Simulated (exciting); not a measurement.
# Core excitons at the F K edge of LuSF, part 2 of 2

How far do the exchange and direct terms reshape the F K edge of LuSF?

exciting sodium; X-ray absorption, core-level Bethe-Salpeter equation, exchange and statically screened direct term, Tamm-Dancoff, all-electron LAPW+lo LDA.

So far. Step 6 (Exchange alone): Maxima (height): 2.3 eV (0.26), 5.8 eV (0.53), 7.7 eV (0.43) and 16.3 eV (0.34). Against the independent-particle run the r.m.s. difference is 2 %. Step 7 (Direct term alone): Maxima (height): -0.1 eV (0.41), 2.6 eV (1.02), 6.5 eV (0.28), 14.2 eV (0.28) and 20.3 eV (0.16). The spectrum differs from the singlet run by 4 % r.m.s.

## Step 9: Coarser mesh

Changed against the first singlet run: k mesh from 3×3×3 to 2×2×2.

input.xml reads:

```
<input>
  <title>LuSF</title>
  <structure speciespath="." autormt="false" epslat="1.0e-5">
    <crystal>
      <basevect>3.7554527268 2.1682116428 15.5140215717</basevect>
      <basevect>-3.7554527268 2.1682116428 15.5140215717</basevect>
      <basevect>0.0000000000 -4.3364232854 15.5140215717</basevect>
    </crystal>
    <species speciesfile="Lu.xml" rmt="2.240">
      <atom coord="0.0000000000 0.0000000000 0.0000000000"/>
      <atom coord="0.5000000000 0.5000000000 0.5000000000"/>
    </species>
    <species speciesfile="S.xml" rmt="2.300">
      <atom coord="0.6089000000 0.6089000000 0.6089000000"/>
      <atom coord="0.3911000000 0.3911000000 0.3911000000"/>
    </species>
    <species speciesfile="F.xml" rmt="1.966">
      <atom coord="0.8327000000 0.8327000000 0.8327000000"/>
      <atom coord="0.1673000000 0.1673000000 0.1673000000"/>
    </species>
  </structure>
  <groundstate do="skip" xctype="LDA_PW" ngridk="3 3 3" rgkmax="7" gmaxvr="14" nempty="8" swidth="0.001" maxscl="100" epsengy="1e-5"/>
  <xs xstype="BSE" ngridk="2 2 2" ngridq="2 2 2" vkloff="0.097 0.273 0.493" rgkmax="7" nempty="52" gqmax="3" lmaxapwwf="5" lmaxemat="2" broad="0.01654" tevout="true">
    <energywindow intv="23.537 25.154" points="439"/>
    <screening screentype="full" nempty="80"/>
    <BSE xas="true" xasspecies="3" xasatom="1" xasedge="K" bsetype="singlet" nstlxas="1 48"/>
    <qpointset>
      <qpoint>0 0 0</qpoint>
    </qpointset>
    <plan>
      <doonly task="xsgeneigvec"/>
      <doonly task="writepmatxs"/>
      <doonly task="scrgeneigvec"/>
      <doonly task="scrwritepmat"/>
      <doonly task="screen"/>
      <doonly task="scrcoulint"/>
      <doonly task="exccoulint"/>
    </plan>
  </xs>
</input>
```

input.xml for the last start (plan only) reads:

```
  <plan>
    <doonly task="bse"/>
  </plan>
```

Launch:

```
> OMP_NUM_THREADS=1 mpirun -n 4 exciting
> OMP_NUM_THREADS=4 exciting
```

Numbers of over 12 decimals in the logs are rounded to 6 here.

Log:

```text
| EXCITING SODIUM started for task xsgeneigvec ( 301)                          =
One-shot GS runs for BSE calculations
One-shot GS runs for k+qmt/2 grids
Info(xsgeneigvec): Generating eigenvectors for Q-point      1
Info(xsgeneigvec): Generation of eigenvectors finished
| EXCITING SODIUM started for task writepmatxs ( 320)                          =
Info(writepmatxs): Momentum matrix elements finished
| EXCITING SODIUM started for task scrgeneigvec ( 401)                         =
One-shot GS runs for BSE calculations
One-shot GS runs for k+qmt/2 grids
[...]
Info(setup_bse_block): Setting up RR part of hamiltonian
Info(setup_bse_block): Singlet spin state
Info(bse): Diagonalizing RR Hamiltonian (TDA)
Info(bse): Invoking Lapack routine ZHEEVR
       768 eigen solutions found in the interval:
         i1=       1 i2=     768
Info(bse): Writing excition energies and oscillator strengths to text file.
Info(makespectrum_dist): Making spectrum using formula for coupling with time reversed AR basis.
Info(makespectrum_dist): Using formalism for vanishing momentum transfer.
Info(writederived): Writing quantities derived from the macroscopic dielectric function.
Info(bselauncher): Spectrum finished for iqmt=  1
Info(bselauncher): All done for BSE type singlet
```

Wall time 5.2 min (4 MPI ranks of Arm Neoverse V1, shared host).

These settings are cheaper. The spectrum differs from the singlet run by 12 % r.m.s. The highest maximum lies at 3.0 eV (0.78), against 2.6 eV (1.00). The first bright state moves from -0.56 to -0.39 eV. The lowest bare transition of this run lies at 0.30 eV, against 0.00. A coarse mesh samples few band energies, and it inflates the long-range part of the attraction.

| E (eV) | first run | this run |
| --- | --- | --- |
| -3.0 | 0.02 | 0.02 |
| -2.0 | 0.04 | 0.04 |
| -1.0 | 0.14 | 0.14 |
| 0.0 | 0.40 | 0.39 |
| 1.0 | 0.24 | 0.26 |
| 2.0 | 0.55 | 0.64 |
| 3.0 | 0.77 | 0.78 |
| 4.0 | 0.36 | 0.35 |
| 5.0 | 0.26 | 0.24 |
| 6.0 | 0.26 | 0.25 |
| 7.0 | 0.23 | 0.22 |
| 8.0 | 0.14 | 0.15 |
| 9.0 | 0.11 | 0.11 |
| 10.0 | 0.09 | 0.09 |
| 11.0 | 0.11 | 0.11 |
| 12.0 | 0.15 | 0.16 |
| 13.0 | 0.25 | 0.25 |
| 14.0 | 0.28 | 0.30 |
| 15.0 | 0.28 | 0.25 |
| 16.0 | 0.19 | 0.20 |
| 17.0 | 0.14 | 0.14 |
| 18.0 | 0.12 | 0.12 |
| 19.0 | 0.15 | 0.16 |
| 20.0 | 0.17 | 0.17 |
| 21.0 | 0.14 | 0.14 |

## Step 10: The levels of theory side by side

| level | curve passes 0.15 (eV) | highest maximum (eV) | its height |
| --- | --- | --- | --- |
| IP | 1.6 | 5.8 | 0.54 |
| RPA | 1.7 | 5.8 | 0.53 |
| direct only | -0.9 | 2.6 | 1.02 |
| singlet | -0.9 | 2.6 | 1.00 |

| E (eV) | IP | RPA | direct only | singlet |
| --- | --- | --- | --- | --- |
| -3.0 | 0.01 | 0.01 | 0.02 | 0.02 |
| -2.0 | 0.01 | 0.01 | 0.04 | 0.04 |
| -1.0 | 0.02 | 0.02 | 0.14 | 0.14 |
| 0.0 | 0.04 | 0.03 | 0.41 | 0.40 |
| 1.0 | 0.08 | 0.08 | 0.24 | 0.24 |
| 2.0 | 0.24 | 0.24 | 0.60 | 0.55 |
| 3.0 | 0.17 | 0.17 | 0.75 | 0.77 |
| 4.0 | 0.22 | 0.21 | 0.35 | 0.36 |
| 5.0 | 0.44 | 0.42 | 0.26 | 0.26 |
| 6.0 | 0.51 | 0.51 | 0.25 | 0.26 |
| 7.0 | 0.33 | 0.33 | 0.23 | 0.23 |
| 8.0 | 0.40 | 0.40 | 0.14 | 0.14 |
| 9.0 | 0.25 | 0.25 | 0.10 | 0.11 |
| 10.0 | 0.15 | 0.16 | 0.09 | 0.09 |
| 11.0 | 0.11 | 0.11 | 0.11 | 0.11 |
| 12.0 | 0.11 | 0.11 | 0.15 | 0.15 |
| 13.0 | 0.13 | 0.13 | 0.25 | 0.25 |
| 14.0 | 0.21 | 0.21 | 0.28 | 0.28 |
| 15.0 | 0.26 | 0.26 | 0.27 | 0.28 |
| 16.0 | 0.33 | 0.33 | 0.19 | 0.19 |
| 17.0 | 0.31 | 0.32 | 0.14 | 0.14 |
| 18.0 | 0.23 | 0.23 | 0.12 | 0.12 |
| 19.0 | 0.20 | 0.20 | 0.15 | 0.15 |
| 20.0 | 0.23 | 0.23 | 0.16 | 0.17 |
| 21.0 | 0.27 | 0.27 | 0.14 | 0.14 |

## Step 11: Outcome

* absorber and edge: F K, atom 5
* surroundings: 3 Lu at 2.29 Å and 3 F at 2.29 Å (6-fold, site symmetry 3m)
* first bright state: -0.56 eV from the Kohn–Sham onset, on this mesh
* highest maximum: 2.6 eV
* cost of the BSE run: 27 min on 4 MPI ranks of Arm Neoverse V1, shared host; the last task ran on as many threads

Is a core exciton bound? Yes on this mesh: the first bright state (over 5 % of the brightest) lies at -0.56 eV from the Kohn–Sham onset. Exchange alone changes the independent-particle spectrum by 1.8 % r.m.s. Leaving exchange out of the full kernel changes the spectrum by 4 % r.m.s. A mesh of 27 points doesn't converge binding energies, and fine structure above the first lines is partly noise of the mesh. The kernel cutoff is low for a compact core orbital, so the effect of exchange is a lower bound. The zero comes from the shifted mesh, which comes near the band minimum without meeting it. The Kohn–Sham onset, 652 eV, is no photon energy: the scale needs a rigid shift. No quasiparticle correction widens the gap or stretches the bands. Vibrations and energy-dependent lifetimes are left out. The structure is a published determination, not relaxed.

[Banner, clock and machine lines of the logs are left out without a mark of their own.]

[Logs are printed without paths, hosts, clocks, repeated set-up lines and the standing remarks that a program may print on its own settings, such as how far it seeks lower states.]

[Hosts, paths, dates, database ids (printed as entryN), source tags and the programs' standing remarks are cut or masked in the printed files.]
